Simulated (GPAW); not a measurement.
# A GW chain in GPAW: MoS2 (P6_3/mmc), part 2 of 2

Wanted: ground state, empty states, screening and self-energy for MoS2 (P6_3/mmc).

GPAW 26.7.0; LDA and many-body steps on it, plane waves. Known limits of the many-body steps: not at the basis limit; no spin-orbit coupling; coarse k mesh.

So far. Step 3 (Bands along the symmetry lines): The gap is 0.809 eV, −0.078 eV from the run before at this level. Step 4 (Empty states on the mesh, 6×6×2 mesh, 253 bands): On this mesh the gap is 0.809 eV.

The database entry behind the starting cell differs from later determinations by our own check (about 0.3 % long), so it need not match the best structure at ambient conditions.

## 5. Screening and self-energy, 6×6×2 mesh, 243 bands, screening to 100 eV

G0W0 replaces the xc potential by the self-energy, built once from these orbitals. Only a window of levels is corrected, while the sums run over the empty bands that the input names.

This step: G0W0 on LDA, plane waves, PAW.

run.py reads:

```python
import json
import numpy as np
from gpaw.mpi import world
from gpaw.response.g0w0 import G0W0

gw = G0W0('full.gpw',
    filename='gw',
    kpts=[0, 4, 8],
    bands=(24, 28),
    ecut=100,
    nbands=243,
    integrate_gamma='WS',
    ppa=True)
gw.calculate()
res = {mode: {k: v for k, v in r.items() if k != 'sigma_eskwn'}
       for mode, r in gw.all_results.items()}

if world.rank == 0:
    with open('result.json', 'w') as f:
        json.dump(res, f, default=lambda x: x.tolist())
```

Launch:

```sh
$ mpirun -n 4 gpaw python run.py
```

Numbers of over 12 decimals in the logs are rounded to 6 here.

Log:

```text
Using integrator: PointIntegrator
FrequencyGridDescriptor(from 0.000+0.000j to 0.000+27.211j eV, 2 points)
Nonperiodic BCs:  [False False False]
Using integrator: PointIntegrator
FrequencyGridDescriptor(from 0.000+0.000j to 0.000+27.211j eV, 2 points)
Nonperiodic BCs:  [False False False]
  ___  _ _ _
 |   || | | |
 | | || | | |
 |__ ||_____|
 |___|

BZ k-points: Symmetries present (total): 12

  [... matrices ...]
72 k-points: 6 x 6 x 2 Monkhorst-Pack grid + [1/12,1/12,1/4]
14 k-points in the irreducible part of the Brillouin zone
       k-points in crystal coordinates                weights
   0:     0.00000000    0.00000000    0.00000000          1/72
   1:     0.00000000    0.00000000    0.50000000          1/72
   2:     0.16666667    0.00000000    0.00000000          6/72
   3:     0.16666667    0.00000000    0.50000000          6/72
   4:     0.33333333   -0.16666667    0.00000000          6/72
   5:     0.33333333   -0.16666667    0.50000000          6/72
   6:     0.33333333    0.00000000    0.00000000          6/72
   7:     0.33333333    0.00000000    0.50000000          6/72
   8:     0.33333333    0.33333333    0.00000000          2/72
   9:     0.33333333    0.33333333    0.50000000          2/72
          ...
  13:     0.50000000    0.50000000    0.50000000          3/72

Distributing spins, k-points and bands (1 x 3 x 4) over 4 processes
Number of blocks: 1

Quasi particle states:
k-points (IBZ indices): [0, 4, 8]
Band range: (24, 28)
  [... matrices ...]
Computational parameters:
Plane wave cut-off: 100 eV
Number of bands: 243
Coulomb cutoff: None
Broadening: 0.1 eV

fxc modes: GW
Kernel: RPA
Using Godby-Needs plasmon-pole approximation:
  Fitting energy: i*E0, E0 = 1.000 Hartree
Summing all q:

Calculating screened Coulomb potential
No Coulomb truncation
FrequencyGridDescriptor(from 0.000+0.000j to 0.000+27.211j eV, 2 points)
Removing empty qpoint cache files...

Calculating chi0 body with:
    Ground state adapter containing:
    Number of spins: 1
    Number of kpoints: 72
    Number of irreducible kpoints: 14
    Number of completely occupied states: 26
    Number of partially occupied states: 26
    Occupied states memory: 6.3984375 M / cpu

    Linear response parametrization:
    q_c: [1.3877787807814457e-17, 1.3877787807814457e-17, 0.0]
    Number of frequency points: 2
    Planewave cutoff: 100.0
    Number of bands: 243
    Number of planewaves: 255
    Broadening (eta): 1e-06
    comm.size: 4
    kncomm.size: 4
    blockcomm.size: 1

    Memory estimate of potentially large arrays:
        chi0_wGG: 1.984406 M / cpu
Integrating chi0 body.

Symmetries of q_c:
    Direct symmetries (Uq -> q): 12
    Indirect symmetries (TUq -> q): 0
In total 12 allowed symmetries.

  [... matrices ...]
14 groups of equivalent kpoints. 80.555556% reduction.

Integral kind: response function
Integrating chi0 head and wings.

Symmetries of q_c:
    Direct symmetries (Uq -> q): 12
    Indirect symmetries (TUq -> q): 0
In total 12 allowed symmetries.

  [... matrices ...]
14 groups of equivalent kpoints. 80.555556% reduction.

Integral kind: response function wings

Calculating chi0 body with:
    Ground state adapter containing:
    Number of spins: 1
    Number of kpoints: 72
    Number of irreducible kpoints: 14
    Number of completely occupied states: 26
    Number of partially occupied states: 26
[... the further q-points ...]

Results:
f:      Occupation numbers
eps:     KS-eigenvalues [eV]
vxc:     KS vxc [eV]
exx:     Exact exchange [eV]
sigma:   Self-energies [eV]
dsigma:  Self-energy derivatives
Z:       Renormalization factors
qp:      QP-energies [eV]

k-point 0 (0): (0.000, 0.000, 0.000)                GW
band       f     eps     vxc     exx   sigma  dsigma       Z      qp
                                                                   GW
  24   1.000   6.787 -16.293 -18.450   1.990  -0.283   0.779   6.657
  25   1.000   7.947 -19.433 -19.675   0.919  -0.287   0.777   8.472
  26   0.000  10.024 -18.779 -13.861  -3.690  -0.282   0.780  10.982
  27   0.000  10.024 -18.779 -13.861  -3.690  -0.282   0.780  10.982

k-point 1 (4): (0.333, -0.167, 0.000)                GW
band       f     eps     vxc     exx   sigma  dsigma       Z      qp
                                                                   GW
  24   1.000   6.450 -18.686 -19.733   1.662  -0.291   0.774   6.927
  25   1.000   6.475 -18.796 -19.779   1.653  -0.292   0.774   6.993
  26   0.000   8.756 -17.811 -13.388  -3.262  -0.273   0.785   9.668
  27   0.000   9.535 -19.588 -14.593  -3.617  -0.287   0.777  10.605

k-point 2 (8): (0.333, 0.333, 0.000)                GW
band       f     eps     vxc     exx   sigma  dsigma       Z      qp
                                                                   GW
  24   1.000   7.144 -18.861 -19.024   0.936  -0.284   0.779   7.746
  25   1.000   7.316 -19.379 -19.448   0.890  -0.286   0.778   7.954
  26   0.000   8.952 -20.859 -16.199  -3.087  -0.288   0.777  10.174
  27   0.000   8.952 -20.859 -16.199  -3.087  -0.288   0.777  10.174
```

It took 4.4 min on 4 MPI ranks of Arm Neoverse V2, shared host; peak memory 1.8 GiB; 17 min of CPU time.

Numbers from this step:

```
G0W0 gap on the points computed              : 1.196 eV
least direct G0W0 gap on the computed points : 2.220 eV
Z at the valence top                         : 0.7770
Z at the conduction bottom                   : 0.7853
starting gap on the mesh                     : 0.8093 eV
k of the valence top                         : 0, 0, 0
k of the conduction bottom                   : 0.3333, -0.1667, 0
```

The gap on the mesh goes from 0.81 eV to 1.20 eV, a correction of +0.39 eV. The start differs from the 0.89 eV found before because the two sample other k points.

Limits: finite bands, cutoff and mesh; no spin-orbit coupling; coarse k mesh. v1 is the top filled band, c1 the lowest empty one. The levels before and after the correction (eV, zero at the valence-band top of each column):

```csv
,conduction bottom,valence top
Kohn-Sham,0.81,0.00
G0W0,1.20,0.00
```

```csv
,level,energy (eV)
Kohn-Sham,Γ v2,-1.159
Kohn-Sham,Γ v1,0.000
Kohn-Sham,Γ c1-c2,2.077
Kohn-Sham,(0.333 -0.167 0) v2,-1.496
Kohn-Sham,(0.333 -0.167 0) v1,-1.472
Kohn-Sham,(0.333 -0.167 0) c1,0.809
Kohn-Sham,(0.333 -0.167 0) c2,1.588
G0W0,Γ v2,-1.815
G0W0,Γ v1,0.000
G0W0,Γ c1-c2,2.510
G0W0,(0.333 -0.167 0) v2,-1.545
G0W0,(0.333 -0.167 0) v1,-1.479
G0W0,(0.333 -0.167 0) c1,1.196
G0W0,(0.333 -0.167 0) c2,2.133
```

## 6. Where the time went

Times are wall times on 4 MPI ranks of Arm Neoverse V2, shared host, good to a factor of about two.

```csv
step,time,share,memory (GiB)
ground state,11 s,3 %,0.74
bands along the symmetry lines,24 s,7 %,0.89
empty states on the mesh,48 s,14 %,2.6
screening and self-energy,4.4 min,76 %,1.8
```

## 7. Outcome

```json
{
  "LDA gap": "0.81 eV, indirect",
  "G0W0 gap on the mesh": "1.20 eV",
  "GW settings": "6×6×2 mesh, 243 bands, screening to 100 eV, Godby-Needs plasmon pole",
  "known limits": "not at the basis limit; no spin-orbit coupling; coarse k mesh"
}
```

What this shows: G0W0 moves the gap on the mesh from 0.81 eV to 1.20 eV (+0.39 eV), with Z of 0.78 and 0.79 at the edges. Only 3 of the mesh's irreducible points were corrected, so a valley elsewhere could overtake. The dearest step here is «screening and self-energy». Bands and cutoff are finite, so the gap is not at the basis limit. The miss can reach some tenths of an eV and take either sign; the mesh is an error of its own. These stock PAW sets were not made for GW. In the G0W0 run levels were corrected at 3 k points alone, so a gap called «on the mesh» is the least over those, and an edge elsewhere would be missed. The 6×6×2 mesh is coarse for this cell, which bears on the long-range parts of exchange and screening. The many-body steps are scalar-relativistic: spin-orbit coupling is not in them.

[Paths, hosts, dates, memory and timing lines, banners, echoed tables and standing remarks are left out of the program output.]

[Logs are printed without paths, hosts, clocks, repeated set-up lines and the standing remarks that a program may print on its own settings, such as how far it seeks lower states.]

[Runs of the session that timed out or met a known fault of the program may be left out.]

[Hosts, paths, dates, database ids (printed as entryN), source tags and the programs' standing remarks are cut or masked in the printed files.]
